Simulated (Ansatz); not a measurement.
# Ti2GaSe4, from a guessed structure to a relaxed one

This structure for Ti2GaSe4 is made up. Its elements were placed in a known structure type with a cell scaled to their sizes. What cell does the guess relax to, and how far off was it?

Method: DFT, r2SCAN, plane-wave PAW, files of the set soft_1, scalar-relativistic, no spin, cell and ions relaxed at zero pressure; PAW set soft_1, in the first sound run; inputs show where later runs differ, in Ansatz 0.2.0.

## Step 1: The structure

It takes space group C2/m (No. 12, monoclinic). The conventional cell has a = 13.622 Å, b = 3.631 Å, c = 6.398 Å, α = 90.00°, β = 115.52°, γ = 90.00°. Se has 2 Ga at 2.61 Å and 3 Ti at 2.66 to 2.75 Å nearest. Nearest to Se lie 3 Ti at 2.52 to 2.59 Å and 1 Ga at 2.60 Å. Nearest to Ga lie 6 Se at 2.60 to 2.61 Å. Nearest to Ti lie 6 Se at 2.52 to 2.75 Å. Farther neighbours and most contacts between anions are not listed.

## Step 2: Relaxing cell and atoms

The guessed cell has no reason to be at equilibrium. It is relaxed with the atoms, within the space group of the guess.

Contents of input.yaml:

```yaml
crystal:
  lattice:
    - [6.811, -1.8155, 0.0]
    - [6.811, 1.8155, 0.0]
    - [-2.756425594, 0.0, 5.773778827]
  atoms:
    - { symbol: Se, position: [0.6338, 0.6338, 0.9826] }
    - { symbol: Se, position: [0.3662, 0.3662, 0.0174] }
    - { symbol: Se, position: [0.8859, 0.8859, 0.5538] }
    - { symbol: Se, position: [0.1141, 0.1141, 0.4462] }
    - { symbol: Ga, position: [0.0, 0.0, 0.0] }
    - { symbol: Ti, position: [0.7448, 0.7448, 0.7107] }
    - { symbol: Ti, position: [0.2552, 0.2552, 0.2893] }
kpoints:
  mp_grid: { grid: [8, 8, 5] }
scf:
  occupations: { method: fermi_dirac, width: 0.05 }
hamiltonian:
  xc: r2scan
  pseudopotentials: { kind: paw, azcp: { folder: soft_1 } }
relax:
  f_tol: 0.015
  max_steps: 70
  cell: {}
output:
  forces: true
  stress: true
```

Run with:

```bash
ansatz run input.yaml --threads 4 --pin off --max-ram 10240MiB --backend cpu --events-out ev --progress --plain --runs-dir out
```

Numbers of over 12 decimals in the logs are rounded to 6 here.

Output:

```text
Engine: ansatz 0.2.0, aarch64-unknown-linux-gnu
Pseudopotentials: kind: paw
Pseudopotential: Se, paw, valence charge 16, recommended cutoff 500 eV (meta_gga), soft_1/Se.paw.azcp
Pseudopotential: Ga, paw, valence charge 13, recommended cutoff 500 eV (meta_gga), soft_1/Ga.paw.azcp
Pseudopotential: Ti, paw, valence charge 12, recommended cutoff 500 eV (meta_gga), soft_1/Ti.paw.azcp
Functional definition: r2SCAN
  parameter k0 = 0.174
  parameter k1 = 0.065
  parameter a1 = 4.9479
  exchange = r2scan_x(k0 = k0, k1 = k1, a1 = a1)
  correlation = r2scan_c
Crystal: 7 atoms, lattice volume = 142.790 Å³
Basis set: ecut = 500 eV, 3637 PW (Γ), exchange–correlation on 216×216×192 points (64 copies of the dense FFT grid, shifted against one another)
Bands: 61, of which v1, the nominal top of the filled ones, is band 51 counted from 1 (50 counted from 0)
Symmetry: 4 space group operations
Space group: C2/m (ITA 12), of the structure as read, at distance tolerance 5.2e-5 Å
k-points: 93 of 320
Non-local potential: Se, projectors of the file, l = 0: 2, l = 1: 2, l = 2: 3, l = 3: 1
Non-local potential: Ga, projectors of the file, l = 0: 2, l = 1: 2, l = 2: 3, l = 3: 1
Non-local potential: Ti, projectors of the file, l = 0: 3, l = 1: 2, l = 2: 3, l = 3: 1
PAW form: soft (Blöchl's): semilocal exchange-correlation on the pseudo side does not see the compensation charge
PAW frozen core: Se, regenerated for the run's functional (the file was generated under x = pbe(κ = 0.804, μ = 0.219515), c = pbe(β = 0.066725))
PAW frozen core: Ga, regenerated for the run's functional (the file was generated under x = pbe(κ = 0.804, μ = 0.219515), c = pbe(β = 0.066725))
PAW frozen core: Ti, regenerated for the run's functional (the file was generated under x = pbe(κ = 0.804, μ = 0.219515), c = pbe(β = 0.066725))
PAW one-centre angular grid: Se, 590 points (default); XC on 160 Gauss nodes
PAW one-centre angular grid: Ga, 590 points (default); XC on 160 Gauss nodes
PAW one-centre angular grid: Ti, 590 points (default); XC on 160 Gauss nodes
Initial density: superposition of atomic densities (chi_scale 0.1, normalization cell, long waves kept (reshape's long-wave potential 0.05 eV rms))
Initial wavefunctions: pseudopotential atomic-orbital guess
Functional: x = r2scan, c = r2scan; τ floored in thin density (d = 2e-4 eV/Å³)
SCF iter   1: F=—  HF=-30723.686915 eV  |F-HF|=—  |Δ(HF+E_count)|=         —  Δρ=1.25e-1  dr2=5.58e1  dr2_τ=7.28e-1  ethr=3.10e-3  ⟨swp⟩=6.4  Hψ=19545  notcnv=0  defer=5
preconditioner: auto → LDOS  [metal: Δε(μ)=0.006 eV  Ē_g=9.435 eV  σ=0.050 eV  W_gap=0.03  n_scr=38 (ndim 8)  ℏωp=20.8 eV  f_vac=0.014  D(μ)=6.76/eV (n_scr^D=62)  β→1.0]
SCF iter   2: F=—  HF=-30718.911152 eV  |F-HF|=—  |Δ(HF+E_count)|=    4.78e0  Δρ=4.72e-2  dr2=5.67e0  dr2_τ=7.59e-1  ethr=3.10e-3  ⟨swp⟩=4.0  Hψ=12213  notcnv=0  defer=99
SCF iter   3: F=—  HF=-30718.350889 eV  |F-HF|=—  |Δ(HF+E_count)|=   5.60e-1  Δρ=1.23e-2  dr2=1.66e-1  dr2_τ=2.21e-2  ethr=3.10e-3  ⟨swp⟩=2.8  Hψ=9698  notcnv=0  defer=95
SCF iter   4: F=—  HF=-30718.338804 eV  |F-HF|=—  |Δ(HF+E_count)|=   1.21e-2  Δρ=5.15e-3  dr2=2.79e-2  dr2_τ=6.55e-4  ethr=1.64e-4  ⟨swp⟩=3.2  Hψ=11275  notcnv=0  defer=95
SCF iter   5: F=—  HF=-30718.340035 eV  |F-HF|=—  |Δ(HF+E_count)|=   1.23e-3  Δρ=2.17e-3  dr2=5.67e-3  dr2_τ=1.78e-4  ethr=2.77e-5  ⟨swp⟩=2.0  Hψ=8552  notcnv=0  defer=95
SCF iter   6: F=—  HF=-30718.340705 eV  |F-HF|=—  |Δ(HF+E_count)|=   6.69e-4  Δρ=9.48e-4  dr2=2.43e-3  dr2_τ=4.21e-5  ethr=5.62e-6  ⟨swp⟩=2.0  Hψ=7686  notcnv=0  defer=95
SCF iter   7: F=—  HF=-30718.340744 eV  |F-HF|=—  |Δ(HF+E_count)|=   3.95e-5  Δρ=2.84e-4  dr2=1.39e-4  dr2_τ=2.16e-6  ethr=2.40e-6  ⟨swp⟩=2.0  Hψ=7340  notcnv=0  defer=95
SCF iter   8: F=—  HF=-30718.340782 eV  |F-HF|=—  |Δ(HF+E_count)|=   3.79e-5  Δρ=6.72e-5  dr2=9.34e-6  dr2_τ=1.94e-7  ethr=1.37e-7  ⟨swp⟩=2.0  Hψ=8238  notcnv=0  defer=95
SCF iter   9: F=—  HF=-30718.340808 eV  |F-HF|=—  |Δ(HF+E_count)|=   2.58e-5  Δρ=2.24e-5  dr2=1.02e-6  dr2_τ=2.53e-8  ethr=9.25e-9  ⟨swp⟩=2.0  Hψ=10220  notcnv=0  defer=95
SCF iter  10: F=—  HF=-30718.340808 eV  |F-HF|=—  |Δ(HF+E_count)|=   1.73e-8  Δρ=8.78e-6  dr2=1.68e-7  dr2_τ=2.26e-9  ethr=1.01e-9  ⟨swp⟩=2.0  Hψ=9191  notcnv=0  defer=95
SCF iter  11: F=-30718.340808 eV  HF=-30718.340808 eV  |F-HF|=1.72e-8  |Δ(HF+E_count)|=   3.84e-8  Δρ=3.20e-6  dr2=2.31e-8  dr2_τ=6.86e-10  ethr=9.90e-11  ⟨swp⟩=4.0  Hψ=16749  notcnv=0
SCF 1 converged in 11 iterations: F = -30718.340808 eV  dr2 = 2.31e-8
  greatest PAW one-centre occupation: 1.000 electrons in one spin orbital (limit 2), on the Se atom at site 3 (counted from 0), in its partial waves of l = 2
relax step   1: F+E_penalty+E_count = -30718.34080760 eV  Δ(F+E_penalty+E_count) = +0.000e0 eV  max|allowed force component| = 8.372e-1 eV/Å  Δτ_max = 0.0000 Å  P = +0.586 GPa  Ω = 142.790 Å³  (11 SCF iters, dr2 threshold 1.00e-7 eV, accepted)
Crystal: 7 atoms, lattice volume = 140.297 Å³
Basis set: ecut = 500 eV, 3577 PW (Γ), exchange–correlation on 216×216×192 points (64 copies of the dense FFT grid, shifted against one another)
Initial density: handed on by an earlier stage of this run
Initial wavefunctions: those handed on with the density
iter 1 solved again at ethr=2.80e-4 eV; its pass at ethr=3.10e-3 eV (dr2=2.83e-1 eV) is discarded
SCF iter   1: F=—  HF=-30718.285202 eV  |F-HF|=—  |Δ(HF+E_count)|=         —  Δρ=1.48e-2  dr2=2.84e-1  dr2_τ=3.33e-1  ethr=2.80e-4  ⟨swp⟩=1.9  Hψ=25108  notcnv=0
preconditioner: auto → LDOS  [metal: Δε(μ)=0.008 eV  Ē_g=10.195 eV  σ=0.050 eV  W_gap=0.04  n_scr=38 (ndim 8)  ℏωp=21.0 eV  f_vac=0.026  D(μ)=4.52/eV (n_scr^D=38)  β→1.0]
SCF iter   2: F=—  HF=-30718.505807 eV  |F-HF|=—  |Δ(HF+E_count)|=   2.21e-1  Δρ=8.37e-3  dr2=1.67e-1  dr2_τ=2.92e-3  ethr=2.80e-4  ⟨swp⟩=3.1  Hψ=11899  notcnv=0
SCF iter   3: F=—  HF=-30718.469566 eV  |F-HF|=—  |Δ(HF+E_count)|=   3.62e-2  Δρ=1.65e-3  dr2=4.90e-3  dr2_τ=1.44e-4  ethr=1.65e-4  ⟨swp⟩=2.8  Hψ=8249  notcnv=0  defer=24
SCF iter   4: F=—  HF=-30718.469840 eV  |F-HF|=—  |Δ(HF+E_count)|=   2.75e-4  Δρ=6.61e-4  dr2=4.13e-4  dr2_τ=1.59e-5  ethr=4.85e-6  ⟨swp⟩=2.2  Hψ=9269  notcnv=0  defer=51
SCF iter   5: F=—  HF=-30718.470064 eV  |F-HF|=—  |Δ(HF+E_count)|=   2.24e-4  Δρ=2.38e-4  dr2=5.18e-5  dr2_τ=2.37e-6  ethr=4.09e-7  ⟨swp⟩=2.0  Hψ=8286  notcnv=0  defer=51
SCF iter   6: F=—  HF=-30718.470061 eV  |F-HF|=—  |Δ(HF+E_count)|=   2.70e-6  Δρ=4.84e-5  dr2=2.42e-6  dr2_τ=8.52e-8  ethr=5.13e-8  ⟨swp⟩=2.0  Hψ=9105  notcnv=0  defer=51
[...]
relax step   9: F+E_penalty+E_count = -30718.60124703 eV  Δ(F+E_penalty+E_count) = -6.140e-3 eV  max|allowed force component| = 1.011e-1 eV/Å  Δτ_max = 0.0454 Å  P = +0.093 GPa  Ω = 150.338 Å³  energy of the carried Pulay correction = -1.884e-3 eV  (7 SCF iters, dr2 threshold 1.69e-7 eV, accepted)
relax step  10: F+E_penalty+E_count = -30718.62935546 eV  Δ(F+E_penalty+E_count) = -2.811e-2 eV  max|allowed force component| = 2.449e-1 eV/Å  Δτ_max = 0.0563 Å  P = +0.115 GPa  Ω = 153.480 Å³  energy of the carried Pulay correction = -2.640e-3 eV  (7 SCF iters, dr2 threshold 7.00e-7 eV, accepted)
relax step  11: F+E_penalty+E_count = -30718.72975270 eV  Δ(F+E_penalty+E_count) = -1.004e-1 eV  max|allowed force component| = 3.945e-1 eV/Å  Δτ_max = 0.0613 Å  P = +0.133 GPa  Ω = 157.119 Å³  energy of the carried Pulay correction = -3.496e-3 eV  (7 SCF iters, dr2 threshold 7.00e-7 eV, accepted)
relax step  12: F+E_penalty+E_count = -30718.89938047 eV  Δ(F+E_penalty+E_count) = -1.696e-1 eV  max|allowed force component| = 3.915e-1 eV/Å  Δτ_max = 0.0798 Å  P = -0.007 GPa  Ω = 158.438 Å³  energy of the carried Pulay correction = -3.801e-3 eV  (7 SCF iters, dr2 threshold 7.00e-7 eV, accepted)
relax step  13: F+E_penalty+E_count = -30719.01974229 eV  Δ(F+E_penalty+E_count) = -1.204e-1 eV  max|allowed force component| = 1.086e-1 eV/Å  Δτ_max = 0.1015 Å  P = +0.303 GPa  Ω = 162.734 Å³  energy of the carried Pulay correction = -4.777e-3 eV  (7 SCF iters, dr2 threshold 7.00e-7 eV, accepted)
relax step  14: F+E_penalty+E_count = -30719.03661988 eV  Δ(F+E_penalty+E_count) = -1.688e-2 eV  max|allowed force component| = 5.217e-2 eV/Å  Δτ_max = 0.0325 Å  P = -0.175 GPa  Ω = 165.747 Å³  energy of the carried Pulay correction = -5.445e-3 eV  (6 SCF iters, dr2 threshold 7.00e-7 eV, accepted)
relax step  15: F+E_penalty+E_count = -30719.03767660 eV  Δ(F+E_penalty+E_count) = -1.057e-3 eV  max|allowed force component| = 3.772e-2 eV/Å  Δτ_max = 0.0090 Å  P = +0.108 GPa  Ω = 165.261 Å³  energy of the carried Pulay correction = -5.338e-3 eV  (6 SCF iters, dr2 threshold 2.47e-7 eV, accepted)
relax step  16: F+E_penalty+E_count = -30719.03807941 eV  Δ(F+E_penalty+E_count) = -4.028e-4 eV  max|allowed force component| = 4.938e-3 eV/Å  Δτ_max = 0.0035 Å  P = +0.005 GPa  Ω = 165.557 Å³  energy of the carried Pulay correction = -5.403e-3 eV  (6 SCF iters, dr2 threshold 9.43e-8 eV, accepted)
relax step  17: F+E_penalty+E_count = -30719.04620218 eV  Δ(F+E_penalty+E_count) = -8.123e-3 eV  max|allowed force component| = 4.867e-3 eV/Å  Δτ_max = 0.0000 Å  P = +0.023 GPa  Ω = 165.557 Å³  stress off target by 6.51e-2 GPa  SCF on the basis re-selected at this cell (its energy is not comparable with the rows above)  (8 SCF iters)
relax step  18: F+E_penalty+E_count = -30719.04621459 eV  Δ(F+E_penalty+E_count) = -1.240e-5 eV  max|allowed force component| = 6.237e-4 eV/Å  Δτ_max = 0.0020 Å  P = +0.001 GPa  Ω = 165.693 Å³  energy of the carried Pulay correction = -2.835e-5 eV  (6 SCF iters, dr2 threshold 1.06e-8 eV, accepted)
iter 1 solved again at ethr=1.05e-7 eV; its pass at ethr=3.10e-3 eV (dr2=1.06e-4 eV) is discarded
SCF iter   1: F=—  HF=-30719.046212 eV  |F-HF|=—  |Δ(HF+E_count)|=         —  Δρ=2.33e-5  dr2=1.75e-8  dr2_τ=3.40e-9  ethr=1.05e-7  ⟨swp⟩=3.9  Hψ=32680  notcnv=0
eigensolver tolerance schedule: the retry pair's looser diagonalisation over-reported the residual by 6062.16 of it (diagonalisation noise at 0.26 of the residual, at the tolerance the schedule requests for it); recorded, not acted on — ethr = c·dr2/N_el stays at c = 1.0e-1
preconditioner: auto → LDOS  [metal: Δε(μ)=0.010 eV  Ē_g=9.630 eV  σ=0.050 eV  W_gap=0.05  n_scr=42 (ndim 8)  ℏωp=19.4 eV  f_vac=0.125  D(μ)=3.85/eV (n_scr^D=22)  β→1.0]
SCF iter   2: F=—  HF=-30719.046244 eV  |F-HF|=—  |Δ(HF+E_count)|=   3.21e-5  Δρ=1.02e-6  dr2=3.91e-9  dr2_τ=1.13e-10  ethr=1.73e-11  ⟨swp⟩=3.0  Hψ=12745  notcnv=0
SCF iter   3: F=—  HF=-30719.046244 eV  |F-HF|=—  |Δ(HF+E_count)|=  7.20e-10  Δρ=6.13e-7  dr2=9.27e-10  dr2_τ=4.19e-11  ethr=3.87e-12  ⟨swp⟩=2.0  Hψ=10203  notcnv=0
SCF iter   4: F=—  HF=-30719.046244 eV  |F-HF|=—  |Δ(HF+E_count)|=  4.73e-11  Δρ=1.46e-7  dr2=9.90e-11  dr2_τ=7.42e-13  ethr=1.00e-12  ⟨swp⟩=2.0  Hψ=7700  notcnv=0
SCF iter   5: F=-30719.046244 eV  HF=-30719.046244 eV  |F-HF|=2.55e-11  |Δ(HF+E_count)|=  3.64e-12  Δρ=5.42e-8  dr2=3.03e-12  dr2_τ=9.94e-14  ethr=1.00e-12  ⟨swp⟩=4.0  Hψ=19907  notcnv=0
SCF 19 converged in 5 iterations: F = -30719.046244 eV  dr2 = 3.03e-12
relax step  19: F+E_penalty+E_count = -30719.04624422 eV  Δ(F+E_penalty+E_count) = -2.963e-5 eV  max|allowed force component| = 6.192e-4 eV/Å  Δτ_max = 0.0000 Å  P = +0.001 GPa  Ω = 165.693 Å³  stress off target by 5.62e-3 GPa  SCF on the basis re-selected at this cell (its energy is not comparable with the rows above)  (5 SCF iters)
basis re-selected at this cell: Δ(F+E_penalty+E_count) = -2.963e-5 eV, ΔP = +0.000 GPa vs the last step (what re-selecting the basis moved, of the pressure what is left beyond the Pulay correction that the steps carried, after the strain that the cell walked since its last selection, with what the two solves' SCF thresholds leave and, on support functions, any second-order correction that the steps lacked; it is no m [...]
SCF converged after 5 iterations
Free energy (F): -30719.046244 eV
Harris-Foulkes:  -30719.046244 eV  (|F-HF|=2.55e-11)
Internal energy: -30719.014785 eV  (E = F + TS)
E sigma→0 (E₀):  -30719.030515 eV
Entropy (-TS):   -0.031459 eV (-4.494 meV/atom)
Fermi energy:    8.326048 eV
--- Per-component energies (eV) ---
  E_band       = -2125.963928
  E_kinetic    = 1113.363026
  E_local      = -15794.061290  (includes V_loc(G=0)·N_el)
  E_nonlocal   = -1400.621428
  E_hartree    = 8116.052813
  E_xc         = -607.863948
  E_vxc        = -771.225083  (∫ρ·V_xc dr)
  E_paw        = -12657.561085  (= ΣΔE_a)
  E_vpaw       = -1548.829452  (= ΣTr[D̂ρ^β])
  E_aug_tail   = -0.000043  (compensation charges beyond the density's cutoff)
  E_vtau       = 43.304757  (kinetic-family band-sum trace: ∫τ·v_τ [+ j·A + Jᵃ·Aᵃ] dr)
  E_ewald      = -9480.103813
  E_core_change = -8.219018  (= ΣΔE_core)
  E_smearing   = -0.031459  (= −TS)
  E_closure    = 0.000000  (closes the sum)
  Σ components = -30719.046244   (vs F -30719.046244, Δ=0.00e0)
--- Forces (eV/Å), atoms counted from 1 ---
  atom   1  Se     0.00055699     0.00000000    -0.00061302
  atom   2  Se    -0.00055699     0.00000000     0.00061302
  atom   3  Se     0.00010196     0.00000000    -0.00038554
  atom   4  Se    -0.00010196     0.00000000     0.00038554
  atom   5  Ga     0.00000000     0.00000000     0.00000000
  atom   6  Ti     0.00037478     0.00000000    -0.00061925
  atom   7  Ti    -0.00037478     0.00000000     0.00061925
  max |Σ_I F_I| component: 0.00e0 eV/Å
--- Stress (GPa, compression-positive) ---
        0.004951       0.000000      -0.001812
        0.000000      -0.001414       0.000000
       -0.001812       0.000000       0.000703
  P = ⅓ Tr σ = 0.0014 GPa (0.014 kbar)
--- Relaxed structure (17 steps of the walk, 16 accepted, 2 SCFs on fresh bases) ---
  F+E_penalty+E_count = -30719.04624422 eV   max|allowed force component| = 6.192e-4 eV/Å   (the final SCF, on the basis selected at the relaxed cell)
  cell:  # Å, volume = 165.6931 Å³
    - [8.045445, -1.794164, 0.543464]
    - [8.045445, 1.794164, 0.543464]
    - [-2.795306, -4.957243719048687e-17, 5.550524]
  atoms:
    - { symbol: Se, position: [0.648684, 0.648684, 0.982241] }
    - { symbol: Se, position: [0.351316, 0.351316, 0.017759] }
    - { symbol: Se, position: [0.854583, 0.854583, 0.523366] }
    - { symbol: Se, position: [0.145417, 0.145417, 0.476634] }
    - { symbol: Ga, position: [2.2041742494505385e-19, 2.2041742494505366e-19, 7.296607640265929e-19] }
    - { symbol: Ti, position: [0.747146, 0.747146, 0.741345] }
    - { symbol: Ti, position: [0.252854, 0.252854, 0.258655] }
```

Elapsed: 7.3 min, on 4 threads of Arm Neoverse V2, shared host; peak memory 1.9 GiB.

Step by step:

```tsv
step	energy less that of the first step (eV)	largest force component (eV/Å)	pressure (GPa)	volume (Å³)
1	0.0000	0.8372	0.59	142.79
2	-0.1293	0.6232	1.64	140.30
3	-0.2216	0.1781	0.32	144.19
4	-0.2352	0.2499	-0.24	145.49
5	-0.2423	0.1244	0.44	147.07
6	-0.2399	0.1778	-0.56	149.06
7	-0.2523	0.0245	0.02	148.08
8	-0.2543	0.0520	0.02	148.63
9	-0.2604	0.1011	0.09	150.34
10	-0.2885	0.2449	0.11	153.48
11	-0.3889	0.3945	0.13	157.12
12	-0.5586	0.3915	-0.01	158.44
13	-0.6789	0.1086	0.30	162.73
14	-0.6958	0.0522	-0.18	165.75
15	-0.6969	0.0377	0.11	165.26
16	-0.6973	0.0049	0.01	165.56
17*	-0.7054	0.0049	0.02	165.56
18	-0.7054	0.0006	0.00	165.69
19*	-0.7054	0.0006	0.00	165.69
```

Relaxation steps marked * repeat the geometry before them on a plane-wave basis chosen anew for their cell, so energy and pressure can jump there. Relaxation step 6 was tried and not accepted.

Forces are held to the 4 operations that the run works with; a distortion that breaks them can't arise in this run.

```tsv
cell as run	before	after	change
a (Å)	7.049	8.261	+17.2 %
b (Å)	7.049	8.261	+17.2 %
c (Å)	6.398	6.215	-2.9 %
α (°)	114.60	112.29	-2.0 %
β (°)	114.60	112.29	-2.0 %
γ (°)	29.85	25.09	-16.0 %
volume (Å³/atom)	20.40	23.67	+16.0 %
```

The atoms that moved most (Å, as changes of fractional coordinates times the final cell):

```tsv
atom	dx	dy	dz	length
Se3	-0.419	0.000	-0.203	0.465
Se4	0.419	0.000	0.203	0.465
Se1	0.241	0.000	0.014	0.241
Se2	-0.241	0.000	-0.014	0.241
Ti7	0.048	0.000	-0.173	0.179
Ti6	-0.048	0.000	0.173	0.179
```

Numbers from this step:

- free energy: -30719.0462 eV
- energy at zero smearing: -30719.0305 eV
- smearing term TS: 0.03146 eV
- Fermi energy: 8.326 eV
- electrons: 101
- symmetry operations: 4
- pressure: 0.001414 GPa

The shortest distance of each pair, which need not be the same contact before and after:

```tsv
pair	guess (Å)	relaxed (Å)
Se–Ti	2.523	2.553
Ga–Se	2.597	2.979
Ti–Ti	3.304	3.527
Se–Se	3.461	3.576
Ga–Ga	3.631	3.588
```

The relaxation ends with a largest force component of 6.2e-4 eV/Å and a pressure of 0.00 GPa.

[end of part 1 of 2]

[Logs are printed without paths, hosts, clocks, repeated set-up lines and the standing remarks that a program may print on its own settings, such as how far it seeks lower states.]

[Hosts, paths, dates, database ids (printed as entryN), source tags and the programs' standing remarks are cut or masked in the printed files.]
